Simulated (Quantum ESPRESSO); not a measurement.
**AlNi (Pm-3m): from the cell to the phonon bands**

How does AlNi (Pm-3m) vibrate, and is this structure a minimum?

Calculated with Quantum ESPRESSO 7.5; DFT PBE, scalar-relativistic, plane waves, GBRV ultrasoft pseudopotentials.

The database entry behind the starting cell differs from later determinations by our own check (about 0.2 % short), so it need not match the best structure at ambient conditions.

### Step 1. Starting point

It takes space group Pm-3m (No. 221, cubic). The conventional cell has a = 2.881 Å, b = 2.881 Å, c = 2.881 Å, α = 90.00°, β = 90.00°, γ = 90.00°. Nearest to Al lie 8 Ni at 2.50 Å. Nearest to Ni lie 8 Al at 2.50 Å. Farther neighbours are not listed.

### Step 2. A probe with smearing

Before anything dear is run, a loose run with smearing shows whether this is a metal and how far the cell is from rest.

probe.in reads:

```
&control
   calculation = 'scf'
   prefix = 'x'
   outdir = './tmp'
   pseudo_dir = './pseudo'
   tprnfor = .true.
   tstress = .true.
   verbosity = 'high'
/
&system
   ibrav = 1
   celldm(1) = 5.44430097
   nat = 2
   ntyp = 2
   ecutwfc = 45.0
   ecutrho = 270.0
   occupations = 'smearing'
   smearing = 'gaussian'
   degauss = 0.01
/
&electrons
   conv_thr = 1.0d-07
   mixing_beta = 0.7
   electron_maxstep = 100
/
ATOMIC_SPECIES
 Al     26.9815  Al.upf
 Ni     58.6934  Ni.upf
ATOMIC_POSITIONS crystal
 Al     0.000000000   0.000000000   0.000000000
 Ni     0.500000000   0.500000000   0.500000000
K_POINTS automatic
 6 6 6 0 0 0
```

Run with:

```bash
> OMP_NUM_THREADS=1 mpirun -n 4 pw.x -nk 4 -in probe.in > probe.out
```

The log of the run:

```text
[banners, grids, parts of the stress and lines that vanish by symmetry left out]
Program PWSCF v.7.5
     bravais-lattice index     =            1
     lattice parameter (alat)  =       5.4443  a.u.
[...]
kinetic-energy cutoff     =      45.0000  Ry
     charge density cutoff     =     270.0000  Ry
     scf convergence threshold =      1.0E-07
[...]
Exchange-correlation=  SLA  PW   PBX  PBC
                           (   1   4   3   4   0   0   0)
[...]
48 Sym. Ops., with inversion, found
[...]
(     0          1          0      )
                  (     0          0          1      )
[...]
(  0.0000000  1.0000000  0.0000000 )
                  (  0.0000000  0.0000000  1.0000000 )
[...]
(     0         -1          0      )
                  (     0          0          1      )
[...]
(  0.0000000 -1.0000000  0.0000000 )
[...]
(     0          0          1      )
                  (     1          0          0      )
[...]
( -1.0000000  0.0000000  0.0000000 )
                  (  0.0000000  1.0000000  0.0000000 )
[...]
number of k points=    20  Gaussian smearing, width (Ry)=  0.0100
[...]
End of self-consistent calculation
[...]
the Fermi energy is    13.8705 ev
!    total energy              =    -350.07921267 Ry
[...]
convergence has been achieved in  18 iterations
[...]
atom    1 type  1   force =     0.00000000    0.00000000    0.00000000
     atom    2 type  2   force =     0.00000000    0.00000000    0.00000000
[...]
Total force =     0.000000     Total SCF correction =     0.000000
[...]
total   stress  (Ry/bohr**3)                   (kbar)     P=       18.49
[...]
XML data file, charge density, pseudopotentials, collected wavefunctions

   JOB DONE.
```

Wall time 3.2 s (4 MPI ranks of Arm Neoverse V1, shared host); 12 s of CPU time.

Read from the output:

```yaml
volume_per_atom: 11.96 Å³
pressure: 1.849 GPa
gap_on_the_k_mesh: 0 eV
```

No gap opens on this mesh, so smearing is kept; the start stands at 1.8 GPa.

### Step 3. Relaxation

The relaxation runs at a cutoff a fifth above that of the response, since stress converges more slowly with the basis than frequencies do. Forces and stress are brought to rest with tight thresholds.

relax.in reads:

```
&control
   calculation = 'vc-relax'
   prefix = 'x'
   outdir = './tmp'
   pseudo_dir = './pseudo'
   tprnfor = .true.
   tstress = .true.
   forc_conv_thr = 2.0d-05
   etot_conv_thr = 1.0d-07
   nstep = 40
/
&system
   ibrav = 1
   celldm(1) = 5.44430097
   nat = 2
   ntyp = 2
   ecutwfc = 54
   ecutrho = 324.0
   occupations = 'smearing'
   smearing = 'mv'
   degauss = 0.02
/
&electrons
   conv_thr = 1.0d-11
   mixing_beta = 0.7
   electron_maxstep = 100
/
&ions
/
&cell
   press_conv_thr = 0.2
/
ATOMIC_SPECIES
 Al     26.9815  Al.upf
 Ni     58.6934  Ni.upf
ATOMIC_POSITIONS crystal
 Al     0.000000000   0.000000000   0.000000000
 Ni     0.500000000   0.500000000   0.500000000
K_POINTS automatic
 12 12 12 0 0 0
```

Run with:

```bash
> OMP_NUM_THREADS=1 mpirun -n 4 pw.x -nk 4 -in relax.in > relax.out
```

The log of the run:

```text
[banners, grids, parts of the stress and lines that vanish by symmetry left out]
[banner, memory and clock lines left out]
Program PWSCF v.7.5

[...]
kinetic-energy cutoff     =      54.0000  Ry
     charge density cutoff     =     324.0000  Ry
     scf convergence threshold =      1.0E-11
[...]
energy convergence thresh.=      1.0E-07
     force convergence thresh. =      2.0E-05
     press convergence thresh. =      2.0E-01
     Exchange-correlation=  SLA  PW   PBX  PBC
                           (   1   4   3   4   0   0   0)
[...]
48 Sym. Ops., with inversion, found
[...]
number of k points=    84  Marzari-Vanderbilt smearing, width (Ry)=  0.0200
[...]
End of self-consistent calculation
[...]
the Fermi energy is    13.8329 ev
!    total energy              =    -350.08088415 Ry
[...]
convergence has been achieved in  26 iterations
[...]
atom    1 type  1   force =     0.00000000    0.00000000    0.00000000
     atom    2 type  2   force =     0.00000000    0.00000000    0.00000000
     Total force =     0.000000     Total SCF correction =     0.000000
[...]
total   stress  (Ry/bohr**3)                   (kbar)     P=       20.70
[...]
number of bfgs steps    =   0
[...]
CELL_PARAMETERS (alat=  5.44430097)
[...]
ATOMIC_POSITIONS (crystal)
Al               0.0000000000        0.0000000000        0.0000000000
Ni               0.5000000000        0.5000000000        0.5000000000
[...]
New effective cutoffs (rho, wfc):  321.39   53.62
[...]
End of self-consistent calculation
[...]
the Fermi energy is    13.6535 ev
!    total energy              =    -350.08102297 Ry
[...]
convergence has been achieved in   8 iterations
[...]
atom    1 type  1   force =     0.00000000    0.00000000    0.00000000
     atom    2 type  2   force =     0.00000000    0.00000000    0.00000000
     Total force =     0.000000     Total SCF correction =     0.000000
[...]
total   stress  (Ry/bohr**3)                   (kbar)     P=        3.39
[...]
number of bfgs steps    =   1
[...]
CELL_PARAMETERS (alat=  5.44430097)
[...]
ATOMIC_POSITIONS (crystal)
Al               0.0000000000        0.0000000000        0.0000000000
Ni               0.5000000000        0.5000000000        0.5000000000
[...]
New effective cutoffs (rho, wfc):  320.95   53.55
[...]
End of self-consistent calculation
[...]
the Fermi energy is    13.6184 ev
!    total energy              =    -350.08102684 Ry
[...]
convergence has been achieved in   8 iterations
[...]
atom    1 type  1   force =     0.00000000    0.00000000    0.00000000
     atom    2 type  2   force =     0.00000000    0.00000000    0.00000000
     Total force =     0.000000     Total SCF correction =     0.000000
[...]
total   stress  (Ry/bohr**3)                   (kbar)     P=        0.02
[...]
number of bfgs steps    =   2
[...]
small trust_radius: resetting bfgs history
[...]
CELL_PARAMETERS (alat=  5.44430097)
[...]
ATOMIC_POSITIONS (crystal)
Al               0.0000000000        0.0000000000        0.0000000000
Ni               0.5000000000        0.5000000000        0.5000000000
[...]
New effective cutoffs (rho, wfc):  320.94   53.55
[...]
End of self-consistent calculation
[...]
the Fermi energy is    13.6182 ev
!    total energy              =    -350.08102684 Ry
[...]
convergence has been achieved in   3 iterations
[...]
atom    1 type  1   force =     0.00000000    0.00000000    0.00000000
     atom    2 type  2   force =     0.00000000    0.00000000    0.00000000
     Total force =     0.000000     Total SCF correction =     0.000000
[...]
total   stress  (Ry/bohr**3)                   (kbar)     P=       -0.00
[...]
bfgs converged in   4 scf cycles and   3 bfgs steps
[...]
End of BFGS Geometry Optimization
     Final enthalpy           =    -350.0810268392 Ry
     File ./tmp/x.bfgs deleted, as requested
[...]
CELL_PARAMETERS (alat=  5.44430097)
[...]
ATOMIC_POSITIONS (crystal)
Al               0.0000000000        0.0000000000        0.0000000000
Ni               0.5000000000        0.5000000000        0.5000000000
[...]
Final scf calculation at the relaxed structure.
[...]
kinetic-energy cutoff     =      54.0000  Ry
     charge density cutoff     =     324.0000  Ry
     scf convergence threshold =      1.0E-13
[...]
press convergence thresh. =      2.0E-01
     Exchange-correlation=  SLA  PW   PBX  PBC
                           (   1   4   3   4   0   0   0)
[...]
48 Sym. Ops., with inversion, found
[...]
number of k points=    84  Marzari-Vanderbilt smearing, width (Ry)=  0.0200
[...]
c_bands:  1 eigenvalues not converged
     c_bands:  1 eigenvalues not converged
     c_bands:  1 eigenvalues not converged
     c_bands:  1 eigenvalues not converged
[...]
c_bands:  1 eigenvalues not converged
     c_bands:  1 eigenvalues not converged
[...]
End of self-consistent calculation
[...]
the Fermi energy is    13.6182 ev
!    total energy              =    -350.08104456 Ry
[...]
convergence has been achieved in  27 iterations
[...]
atom    1 type  1   force =     0.00000000    0.00000000    0.00000000
     atom    2 type  2   force =     0.00000000    0.00000000    0.00000000
     Total force =     0.000000     Total SCF correction =     0.000000
[...]
total   stress  (Ry/bohr**3)                   (kbar)     P=       -0.00
[...]
XML data file, charge density, pseudopotentials, collected wavefunctions
```

Elapsed: 31 s, on 4 MPI ranks; 2.1 min of CPU time.

Step by step:

```
step  energy less that of the first step (eV)  largest force (eV/Å)  pressure (GPa)  volume (Å³)
   1                                   0.0000                0.0000            2.07        23.91
   2                                  -0.0019                0.0000            0.34        24.17
   3                                  -0.0019                0.0000            0.00        24.22
   4                                  -0.0019                0.0000            0.00        24.22
   5                                  -0.0022                0.0000            0.00        24.22
```

```
conventional cell, symmetrised  before  after  change
                         a (Å)   2.881  2.893  +0.4 %
                         b (Å)   2.881  2.893  +0.4 %
                         c (Å)   2.881  2.893  +0.4 %
              volume (Å³/atom)   11.96  12.11  +1.3 %
```

The relaxed structure:

```cif
data_structure
_symmetry_space_group_name_H-M 'P 1'
_symmetry_Int_Tables_number 1
_cell_length_a 2.8931
_cell_length_b 2.8931
_cell_length_c 2.8931
_cell_angle_alpha 90.000
_cell_angle_beta 90.000
_cell_angle_gamma 90.000
_cell_volume 24.22
loop_
_atom_site_label
_atom_site_type_symbol
_atom_site_fract_x
_atom_site_fract_y
_atom_site_fract_z
_atom_site_occupancy
Al1 Al 0.00000 0.00000 0.00000 1
Ni2 Ni 0.50000 0.50000 0.50000 1
```

The last row of the table of steps is pw.x's closing run on a basis chosen anew for the final cell, so its energy can jump.

Numbers from this step:

| Quantity | Value |
| --- | --- |
| volume per atom | 12.11 Å³ |
| pressure | 0 GPa |

The volume changes by +1.3 % from the cell with which this run began.

### Step 4. Ground state

Perturbation theory inherits every error of the wavefunctions, so the threshold is set near the limit of the arithmetic. Smearing stays on, as the first look found no gap above 0.3 eV.

scf.in reads:

```
&control
   calculation = 'scf'
   prefix = 'x'
   outdir = './tmp'
   pseudo_dir = './pseudo'
   tprnfor = .true.
   tstress = .true.
/
&system
   ibrav = 1
   celldm(1) = 5.46725696
   nat = 2
   ntyp = 2
   ecutwfc = 45.0
   ecutrho = 270.0
   occupations = 'smearing'
   smearing = 'mv'
   degauss = 0.02
/
&electrons
   conv_thr = 1.0d-12
   mixing_beta = 0.7
   electron_maxstep = 100
/
ATOMIC_SPECIES
 Al     26.9815  Al.upf
 Ni     58.6934  Ni.upf
ATOMIC_POSITIONS crystal
 Al     0.000000000   0.000000000   0.000000000
 Ni     0.500000000   0.500000000   0.500000000
K_POINTS automatic
 12 12 12 0 0 0
```

Run with:

```bash
> OMP_NUM_THREADS=1 mpirun -n 4 pw.x -nk 4 -in scf.in > scf.out
```

The log of the run:

```text
[banners, grids, parts of the stress and lines that vanish by symmetry left out]
[banner, memory and clock lines left out]
Program PWSCF v.7.5

[...]
kinetic-energy cutoff     =      45.0000  Ry
     charge density cutoff     =     270.0000  Ry
     scf convergence threshold =      1.0E-12
[...]
Exchange-correlation=  SLA  PW   PBX  PBC
                           (   1   4   3   4   0   0   0)
[...]
48 Sym. Ops., with inversion, found
[...]
number of k points=    84  Marzari-Vanderbilt smearing, width (Ry)=  0.0200
[...]
End of self-consistent calculation
[...]
the Fermi energy is    13.6185 ev
!    total energy              =    -350.08081277 Ry
[...]
convergence has been achieved in  29 iterations
[...]
atom    1 type  1   force =     0.00000000    0.00000000    0.00000000
     atom    2 type  2   force =     0.00000000    0.00000000    0.00000000
     Total force =     0.000000     Total SCF correction =     0.000000
[...]
total   stress  (Ry/bohr**3)                   (kbar)     P=       -0.23
[...]
XML data file, charge density, pseudopotentials, collected wavefunctions
```

Elapsed: 11 s, on 4 MPI ranks.

Numbers from this step:

| Property | Result |
| --- | --- |
| pressure | -0.02300 GPa |

The cell stands at -0.023 GPa, close enough for phonons.

### Step 5. Levels on a dense mesh

The coupling is a sum over pairs of states at the Fermi level and needs a much denser mesh than the density does.

scf_fit.in, as its differences from scf.in of step 4:

```diff
@@ -18,5 +18,6 @@
    degauss = 0.02
+   la2F = .true.
 /
 &electrons
-   conv_thr = 1.0d-12
+   conv_thr = 1.0d-10
    mixing_beta = 0.7
@@ -31,2 +32,2 @@
 K_POINTS automatic
- 12 12 12 0 0 0
+ 24 24 24 0 0 0
```

Run with:

```bash
> OMP_NUM_THREADS=1 mpirun -n 4 pw.x -nk 4 -in scf_fit.in > scf_fit.out
```

The log of the run:

```text
[banners, grids, parts of the stress and lines that vanish by symmetry left out]
[banner, memory and clock lines left out]
Program PWSCF v.7.5

[...]
kinetic-energy cutoff     =      45.0000  Ry
     charge density cutoff     =     270.0000  Ry
     scf convergence threshold =      1.0E-10
[...]
Exchange-correlation=  SLA  PW   PBX  PBC
                           (   1   4   3   4   0   0   0)
[...]
48 Sym. Ops., with inversion, found
[...]
number of k points=   455  Marzari-Vanderbilt smearing, width (Ry)=  0.0200
[...]
End of self-consistent calculation
[...]
the Fermi energy is    13.6014 ev
!    total energy              =    -350.08080113 Ry
[...]
convergence has been achieved in  24 iterations
[...]
atom    1 type  1   force =     0.00000000    0.00000000    0.00000000
     atom    2 type  2   force =     0.00000000    0.00000000    0.00000000
     Total force =     0.000000     Total SCF correction =     0.000000
[...]
total   stress  (Ry/bohr**3)                   (kbar)     P=       -0.28
[...]
XML data file, charge density, pseudopotentials, collected wavefunctions
```

It took 42 s on 4 MPI ranks.

Numbers from this step:

```yaml
pressure: -0.02800 GPa
```

### Step 6. Self-consistent run for the response

The run on the dense mesh left its levels for the electron-phonon sums; ph.x needs the ground state on the coarse mesh, so pw.x runs once more in the same folder.

scf.in is that of step 4.

Run with:

```bash
> OMP_NUM_THREADS=1 mpirun -n 4 pw.x -nk 4 -in scf.in > scf.out
```

The log of the run:

```text
[banners, grids, parts of the stress and lines that vanish by symmetry left out]
[banner, memory and clock lines left out]
Program PWSCF v.7.5

[...]
kinetic-energy cutoff     =      45.0000  Ry
     charge density cutoff     =     270.0000  Ry
     scf convergence threshold =      1.0E-12
[...]
Exchange-correlation=  SLA  PW   PBX  PBC
                           (   1   4   3   4   0   0   0)
[...]
48 Sym. Ops., with inversion, found
[...]
number of k points=    84  Marzari-Vanderbilt smearing, width (Ry)=  0.0200
[...]
End of self-consistent calculation
[...]
the Fermi energy is    13.6185 ev
!    total energy              =    -350.08081277 Ry
[...]
convergence has been achieved in  29 iterations
[...]
atom    1 type  1   force =     0.00000000    0.00000000    0.00000000
     atom    2 type  2   force =     0.00000000    0.00000000    0.00000000
     Total force =     0.000000     Total SCF correction =     0.000000
[...]
total   stress  (Ry/bohr**3)                   (kbar)     P=       -0.23
[...]
XML data file, charge density, pseudopotentials, collected wavefunctions
```

Wall time 11 s (4 MPI ranks); 44 s of CPU time.

Read from the output:

| Property | Result |
| --- | --- |
| pressure | -0.02300 GPa |

(Part 1 of 4 ends here.)

[Host names and launcher messages were left out of these logs when they were recorded.]

[Logs are printed without paths, hosts, clocks, repeated set-up lines and the standing remarks that a program may print on its own settings, such as how far it seeks lower states.]

[Hosts, paths, dates, database ids (printed as entryN), source tags and the programs' standing remarks are cut or masked in the printed files.]
